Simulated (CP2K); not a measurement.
4-carboxypyridine has these distinct O atoms: O1 (bonded to C) and O3 (bonded to C and H).

```xyz
14

O     2.6249    0.8837   -0.4791
C     1.8927    0.0046   -0.0458
O     2.3702   -1.1640    0.5009
C     0.4005    0.0536   -0.0367
C    -0.2496    1.1731   -0.5677
C    -1.6449    1.2074   -0.5470
N    -2.4135    0.2220   -0.0440
C    -1.7726   -0.8492    0.4573
C    -0.3823   -0.9840    0.4850
H     3.3458   -1.0928    0.4497
H     0.3340    1.9942   -0.9817
H    -2.1798    2.0686   -0.9535
H    -2.4071   -1.6432    0.8580
H     0.0818   -1.8737    0.9046
```

Their partial O K spectra (CP2K XAS_TDP, all-electron GAPW, PBEh(45%), aug-cc-pVDZ, TDA, GW2X-corrected core level, no relativity) are given in random order, each times the number of alike atoms.

Gaussian full width 0.5 eV, oscillator strength per eV, alike atoms added, rows of zeros left out:

| E (eV) | curve 1 | curve 2 |
| --- | --- | --- |
| 531.25 | 0.006 | 0.000 |
| 531.50 | 0.041 | 0.000 |
| 531.75 | 0.065 | 0.000 |
| 532.00 | 0.026 | 0.000 |
| 532.25 | 0.003 | 0.000 |
| 534.75 | 0.000 | 0.001 |
| 535.00 | 0.000 | 0.011 |
| 535.25 | 0.000 | 0.022 |
| 535.50 | 0.000 | 0.011 |
| 535.75 | 0.001 | 0.001 |
| 536.00 | 0.004 | 0.000 |
| 536.25 | 0.006 | 0.003 |
| 536.50 | 0.009 | 0.020 |
| 536.75 | 0.008 | 0.038 |
| 537.00 | 0.006 | 0.018 |
| 537.25 | 0.004 | 0.002 |
| 537.50 | 0.003 | 0.000 |
| 537.75 | 0.003 | 0.000 |
| 538.00 | 0.003 | 0.002 |
| 538.25 | 0.003 | 0.006 |
| 538.50 | 0.002 | 0.020 |
| 538.75 | 0.005 | 0.024 |
| 539.00 | 0.011 | 0.012 |
| 539.25 | 0.013 | 0.013 |
| 539.50 | 0.009 | 0.020 |
| 539.75 | 0.008 | 0.021 |
| 540.00 | 0.009 | 0.029 |
| 540.25 | 0.010 | 0.037 |
| 540.50 | 0.009 | 0.021 |
| 540.75 | 0.010 | 0.008 |
| 541.00 | 0.017 | 0.008 |
| 541.25 | 0.018 | 0.016 |
| 541.50 | 0.021 | 0.019 |

**Question.** Which curve belongs to which atom?

Curve 1: O1 (bonded to C), leading line at 531.71 eV (f = 0.035 an atom), ionisation energy 538.15 eV, term value 6.44 eV. Curve 2: O3 (bonded to C and H), leading line at 535.25 eV (f = 0.012 an atom), ionisation energy 540.11 eV, term value 4.86 eV. The leading line of an atom is its first one with 35 % of the strongest within 2.5 eV of its lowest line over the strength cut. A line lies at the core ionisation energy, which rises as an atom loses charge to its neighbours or to a π system, less the term value, which is large for a low π* or σ* orbital with weight on that atom.

[Banner, clock and machine lines of the logs are left out without a mark of their own.]

[Logs are printed without paths, hosts, clocks, repeated set-up lines and the standing remarks that a program may print on its own settings, such as how far it seeks lower states.]

[Hosts, paths, dates, database ids (printed as entryN), source tags and the programs' standing remarks are cut or masked in the printed files.]
